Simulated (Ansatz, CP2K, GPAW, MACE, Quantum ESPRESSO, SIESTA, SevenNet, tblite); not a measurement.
# Quantum ESPRESSO on random packing of Nb14Si86 (at. %) (102 atoms): settings compared

How far do other settings of Quantum ESPRESSO move the forces in random packing of Nb14Si86 (at. %) (102 atoms)? One run of the same program serves as the yardstick.

Main program and level: Quantum ESPRESSO 7.5; the method is named at each step.

## (1) The structure

The cell holds 102 atoms: 14 Nb and 88 Si. Cell: a = 12.543 Å, b = 12.543 Å, c = 12.543 Å, α = 90.0°, β = 90.0°, γ = 90.0°. 102 atoms (14 Nb, 88 Si) packed at random in a cube at 3.17 g/cm³ and pushed apart as soft spheres; a start for melting by ab initio MD, not an equilibrated structure. Then every atom was moved at random, 0.05 Å r.m.s. a Cartesian component.

The yardstick, on the same geometry:

| Item | Value |
| --- | --- |
| method | Kohn-Sham DFT, PBE, SSSP efficiency 1.3.0 pseudopotentials, plane waves (Quantum ESPRESSO 7.5); sssp-pbe-1.3.0-efficiency, cutoffs 45/360 Ry, Γ point |
| r.m.s. force component | 1.429 eV/Å |
| longest force | 7.038 eV/Å |
| pressure | -1.522 GPa |
| time | 7.9 min on 4 MPI ranks of Arm Neoverse V2, shared host |
| CPU time | 31 min |

## (2) PBE, sssp-1.3.0-efficiency, 30/240 Ry

Method: Kohn-Sham DFT, PBE, SSSP efficiency 1.3.0 pseudopotentials, plane waves.

pw.in reads:

```
&control
  calculation = 'scf'
  pseudo_dir = './pseudo'
  outdir = './tmp'
  disk_io = 'none'
  tprnfor = .true.
  tstress = .true.
/
&system
  ibrav = 0
  nat = 102
  ntyp = 2
  ecutwfc = 30
  ecutrho = 240
  nosym = .true.
  occupations = 'smearing'
  smearing = 'fd'
  degauss = 0.003675
/
&electrons
  conv_thr = 5.1e-07
  electron_maxstep = 100
  mixing_beta = 0.2
  mixing_mode = 'local-TF'
  diagonalization = 'david'
/
ATOMIC_SPECIES
Nb 92.906 Nb.upf
Si 28.085 Si.upf
CELL_PARAMETERS angstrom
12.54330 0.00000 0.00000
0.00000 12.54330 0.00000
0.00000 0.00000 12.54330
ATOMIC_POSITIONS crystal
Nb 0.84895 0.37122 0.19715
Nb 0.23403 0.28412 0.12814
Nb 0.78500 0.58693 0.73828
Nb 0.81591 0.42663 0.90169
Nb 0.08635 0.12444 0.73193
Nb 0.37334 0.82382 0.56266
Nb 0.21620 0.95631 0.62198
Nb 0.52201 0.68192 0.44088
Nb 0.80440 0.73522 0.95961
Nb 0.10388 0.62329 0.42946
Nb 0.95480 0.67727 0.82306
Nb 0.24101 0.47480 0.57987
Nb 0.91376 0.15133 0.61864
Nb 0.59197 0.29252 0.04362
Si 0.41473 0.58806 0.60254
Si 0.88730 0.14238 0.86201
Si 0.57673 0.54288 0.28365
Si 0.17097 0.46338 0.19650
Si 0.00857 0.47160 0.88657
Si 0.60559 0.77074 0.90414
Si 0.83308 0.98608 0.98214
Si 0.76536 0.82230 0.14723
Si 0.41141 0.06943 0.40719
Si 0.70368 0.12316 0.96163
Si 0.00370 0.46041 0.09417
Si 0.69349 0.84950 0.52784
Si 0.37179 0.92335 0.04017
Si 0.45117 0.21778 0.81659
Si 0.00283 0.85967 0.02136
Si 0.30623 0.65825 0.42918
Si 0.39536 0.08528 0.62149
Si 0.27772 0.77152 0.83258
Si 0.86219 0.91782 0.44110
Si 0.46035 0.00073 0.77899
Si 0.42541 0.85355 0.33378
Si 0.16392 0.75043 0.57970
Si 0.64101 0.68144 0.09184
Si 0.53500 0.70260 0.21859
Si 0.96360 0.26239 0.35154
Si 0.78390 0.32313 0.67613
Si 0.23151 0.18351 0.59222
Si 0.70150 0.52102 0.13374
Si 0.57230 0.15638 0.67266
Si 0.24140 0.08357 0.03734
Si 0.28058 0.71055 0.06776
Si 0.75464 0.04052 0.20438
Si 0.09085 0.55647 0.70905
Si 0.42545 0.39569 0.10914
Si 0.47586 0.57061 0.85148
Si 0.65180 0.54502 0.57021
Si 0.57639 0.43791 0.73589
Si 0.64595 0.03494 0.33766
Si 0.12059 0.16457 0.28938
Si 0.37439 0.33853 0.69059
Si 0.58918 0.96416 0.13615
Si 0.61284 0.38539 0.45069
[... 42 atom lines left out ...]
Si 0.81852 0.21227 0.07241
Si 0.38737 0.46076 0.95322
Si 0.87420 0.79582 0.29524
Si 0.10465 0.81213 0.86786
K_POINTS gamma
```

Run with:

```console
$ OMP_NUM_THREADS=1 mpirun -np 4 pw.x -in pw.in > output.txt
```

The log of the run:

```text
Program PWSCF
     gamma-point specific algorithms are used
     one sub-group per band group will be used
     scalapack distributed-memory algorithm (size of sub-group:  2*  2 procs)
     Parallelization info
     sticks:   dense  smooth     PW     G-vecs:    dense   smooth      PW
     Min        2681    1344    337               209013    73976    9265
     Max        2684    1345    340               209020    73979    9272
     Sum       10733    5377   1353               836065   295907   37073
     bravais-lattice index     =            0
     lattice parameter (alat)  =      23.7034  a.u.
     unit-cell volume          =   13317.7859 (a.u.)^3
     number of atoms/cell      =          102
     number of atomic types    =            2
     number of electrons       =       534.00
     number of Kohn-Sham states=          320
     kinetic-energy cutoff     =      30.0000  Ry
     charge density cutoff     =     240.0000  Ry
     scf convergence threshold =      5.1E-07
     mixing beta               =       0.2000
     number of iterations used =            8  local-TF  mixing
     Exchange-correlation= PBE
                           (   1   4   3   4   0   0   0)
     crystal axes: (cart. coord. in units of alat)
               a(1) = (   1.000000   0.000000   0.000000 )
               a(2) = (   0.000000   1.000000   0.000000 )
               a(3) = (   0.000000   0.000000   1.000000 )
     reciprocal axes: (cart. coord. in units 2 pi/alat)
               b(1) = (  1.000000  0.000000  0.000000 )
               b(2) = (  0.000000  1.000000  0.000000 )
               b(3) = (  0.000000  0.000000  1.000000 )
     PseudoPot. # 1 for Nb:
     Pseudo is Projector augmented-wave + core cor, Zval = 13.0
     PseudoPot. # 2 for Si:
     Pseudo is Ultrasoft + core correction, Zval =  4.0
     atomic species   valence    mass     pseudopotential
     Nb               13.00    92.90600     Nb( 1.00)
     Si                4.00    28.08500     Si( 1.00)
     No symmetry found
   Cartesian axes
     number of k points=     1  Fermi-Dirac smearing, width (Ry)=  0.0037
                       cart. coord. in units 2pi/alat
        k(    1) = (   0.0000000   0.0000000   0.0000000), wk =   2.0000000
     Dense  grid:   418033 G-vectors     FFT dimensions: ( 120, 120, 120)
     Smooth grid:   147954 G-vectors     FFT dimensions: (  90,  90,  90)
     Check: negative core charge=   -0.000005
     Initial potential from superposition of free atoms
     starting charge     533.9211, renormalised to     534.0000
     Starting wfcs are  492 randomized atomic wfcs
     Self-consistent Calculation
     iteration #  1     ecut=    30.00 Ry     beta= 0.20
     total energy              =   -5680.08385280 Ry
     estimated scf accuracy    <      10.15671089 Ry
     iteration #  2     ecut=    30.00 Ry     beta= 0.20
     total energy              =   -5678.18990629 Ry
     estimated scf accuracy    <       7.05472303 Ry
     iteration #  3     ecut=    30.00 Ry     beta= 0.20
     total energy              =   -5679.20457457 Ry
     estimated scf accuracy    <       1.99973186 Ry
     iteration #  4     ecut=    30.00 Ry     beta= 0.20
     total energy              =   -5679.35751227 Ry
     estimated scf accuracy    <       0.93346229 Ry
     iteration #  5     ecut=    30.00 Ry     beta= 0.20
     total energy              =   -5679.15212784 Ry
     estimated scf accuracy    <       0.96394464 Ry
     iteration #  6     ecut=    30.00 Ry     beta= 0.20
     total energy              =   -5679.25269092 Ry
     estimated scf accuracy    <       0.04319925 Ry
[...]
c_bands:  4 eigenvalues not converged
[...]
c_bands:  1 eigenvalues not converged
[...]
total energy              =   -5679.27298230 Ry
[...]
iteration # 18     ecut=    30.00 Ry     beta= 0.20
     total energy              =   -5679.27298246 Ry
     estimated scf accuracy    <       0.00000266 Ry
     iteration # 19     ecut=    30.00 Ry     beta= 0.20
     total energy              =   -5679.27298285 Ry
     estimated scf accuracy    <       0.00000088 Ry
     iteration # 20     ecut=    30.00 Ry     beta= 0.20
     End of self-consistent calculation
          k = 0.0000 0.0000 0.0000 ( 18537 PWs)   bands (ev):
   -47.2621 -47.1135 -47.0252 -47.0076 -46.9961 -46.9581 -46.9497 -46.9148
   -46.9093 -46.8905 -46.8780 -46.8134 -46.5800 -46.5710 -23.4033 -23.3868
   -23.3442 -23.3268 -23.3264 -23.3163 -23.2978 -23.2193 -23.1914 -23.1603
   -23.1426 -23.1327 -23.1164 -23.0996 -23.0848 -23.0741 -23.0733 -23.0625
   -23.0592 -23.0506 -23.0370 -23.0272 -23.0255 -23.0097 -22.9991 -22.9686
   -22.9623 -22.9613 -22.9553 -22.9476 -22.9367 -22.9266 -22.8727 -22.8526
[...]
9.1336   9.1617   9.2116   9.2386   9.2729   9.2906   9.3220   9.3596
     9.3927   9.4058   9.4507   9.4899   9.5372   9.5517   9.5767   9.5896
     9.6563   9.6862   9.6964   9.7057   9.7207   9.7329   9.8223   9.8381
     the Fermi energy is     8.1683 ev
!    total energy              =   -5679.27298293 Ry
     estimated scf accuracy    <       0.00000012 Ry
     smearing contrib. (-TS)   =      -0.03735993 Ry
     internal energy E=F+TS    =   -5679.23562301 Ry
     The total energy is F=E-TS. E is the sum of the following terms:
     one-electron contribution =    -835.57274248 Ry
     hartree contribution      =     647.57176178 Ry
     xc contribution           =    -941.84500164 Ry
     ewald contribution        =   -1630.67001805 Ry
     one-center paw contrib.   =   -2918.71962262 Ry
     convergence has been achieved in  20 iterations
     Forces acting on atoms (cartesian axes, Ry/au):
     atom    1 type  1   force =    -0.01536926    0.01110894    0.03990178
     atom    2 type  1   force =     0.07564475   -0.04053391    0.00891204
     atom    3 type  1   force =    -0.02877455   -0.02776191   -0.01216041
     atom    4 type  1   force =    -0.06391544    0.04161269    0.01405550
     atom    5 type  1   force =     0.01765399    0.01929166    0.02959141
     atom    6 type  1   force =     0.01628904   -0.03343703    0.00043706
[...]
atom  100 type  2   force =    -0.10589143   -0.06726606   -0.10590288
     atom  101 type  2   force =     0.08308888   -0.00105182   -0.02123061
     atom  102 type  2   force =    -0.00467069   -0.00766123   -0.05177382
     Total force =     0.973440     Total SCF correction =     0.000740
     Computing stress (Cartesian axis) and pressure
          total   stress  (Ry/bohr**3)                   (kbar)     P=      -24.09
  -0.00008579   0.00001795  -0.00003857          -12.62        2.64       -5.67
   0.00001795  -0.00026556   0.00000312            2.64      -39.07        0.46
  -0.00003857   0.00000312  -0.00013992           -5.67        0.46      -20.58
     Message from routine punch:
     Nothing written, as per user request (disk_io='none')
```

It took 4.5 min on 4 MPI ranks of Arm Neoverse V2, shared host; peak memory 3.7 GiB.

Banners, paths, timers and routine set-up lines are dropped from the logs unmarked, and long logs keep their key lines alone; longer cuts are marked.

Compared with the plane-wave run:

| Item | Value |
| --- | --- |
| r.m.s. force component | 1.431 eV/Å |
| r.m.s. difference of force components | 10.69 meV/Å |
| longest difference of force vectors | 76.48 meV/Å |
| force difference over r.m.s. force | 0.7476 % |
| slope of forces against the reference's | 1.001 |
| correlation of force components | 1 |
| pressure | -2.409 GPa |
| pressure difference | -0.8867 GPa |
| energy less the same-level run's | 18.71 meV/atom |
| r.m.s. force difference from the same-level run | 10.69 meV/Å |

This is a coarse setting, run to see what it loses.

Length of the force difference by element (eV/Å):

| element | atoms | mean | most |
| --- | --- | --- | --- |
| Nb | 14 | 0.042 | 0.076 |
| Si | 88 | 0.0037 | 0.0098 |

Local excerpt of 13 atoms (numbers count through the whole input) about Si56, which bears the longest force; x, y, z are measured from there.

| atom | x | y | z | distance (Å) | Fx | Fy | Fz (eV/Å) |
| --- | --- | --- | --- | --- | --- | --- | --- |
| Si56 | 0.00 | 0.00 | 0.00 | 0.00 | -1.67 | 6.31 | -2.63 |
| Si57 | -1.08 | -1.39 | 1.07 | 2.06 | -5.49 | -1.77 | 2.15 |
| Si73 | 1.03 | -1.75 | 0.66 | 2.14 | 3.65 | -3.75 | 1.14 |
| Si65 | 2.10 | -0.06 | -0.55 | 2.17 | 2.84 | 0.78 | -1.15 |
| Si50 | 0.49 | 2.00 | 1.50 | 2.55 | -0.56 | 0.39 | 0.39 |
| Si70 | -2.63 | 0.70 | -0.08 | 2.72 | 0.50 | 1.16 | 0.42 |
| Si17 | -0.45 | 1.98 | -2.10 | 2.92 | 0.14 | -1.60 | 1.32 |
| Si89 | -1.25 | -1.80 | -2.61 | 3.41 | -0.28 | -0.04 | -0.28 |
| Si40 | 2.15 | -0.78 | 2.83 | 3.63 | 0.47 | 0.36 | 0.86 |
| Si86 | -3.27 | -1.30 | -1.01 | 3.66 | 3.12 | -1.51 | -2.94 |
| Si51 | -0.46 | 0.66 | 3.58 | 3.67 | -0.07 | 0.48 | -0.76 |
| Si59 | 2.26 | 2.39 | -1.70 | 3.70 | 1.02 | -1.87 | -0.16 |
| Si62 | 2.02 | -2.45 | -1.93 | 3.72 | 0.11 | 1.84 | 0.71 |

Forces lie 0.75 % from the reference's, at 0.57 times its CPU time.

The difference per atom is largest on Nb (0.042 eV/Å on average, against 0.0037 on Si).

Within one program, basis, potentials and functional, energies share a zero. Each run against its twin at the usual cutoff or grid and solver:

| run | twin | Δ energy (meV/atom) | Δ force, r.m.s. (meV/Å) | CPU time over the twin's |
| --- | --- | --- | --- | --- |
| QE PBE, sssp-1.3.0-efficiency, 30/240 Ry | sssp-1.3.0-efficiency, 45/360 Ry | 18.7 | 10.7 | 0.57 |

## (3) Summary of results

| Property | Result |
| --- | --- |
| force difference from the reference | QE PBE, sssp-1.3.0-efficiency, 30/240 Ry (coarse), 0.75 % |
| its CPU time | 18 min |

What this shows: Runs with settings chosen to be coarse differ by 0.75 % (QE PBE, sssp-1.3.0-efficiency, 30/240 Ry). The reference's pressure holds the uncorrected Pulay stress of its 45 Ry basis, so small pressure differences, and their order, may be the reference's own error. The reference's pressure of -1.5 GPa belongs to a cell and atoms that aren't relaxed at this level. The electronic-structure runs sample only Γ, in a cell whose shortest periodic width is 13 Å, which is coarse for a cell with partly filled levels.

[Also dropped from logs without a mark: logging warnings of Python, and SIESTA's first energy breakdown and zero terms.]

[Logs are printed without paths, hosts, clocks, repeated set-up lines and the standing remarks that a program may print on its own settings, such as how far it seeks lower states.]

[Hosts, paths, dates, database ids (printed as entryN), source tags and the programs' standing remarks are cut or masked in the printed files.]
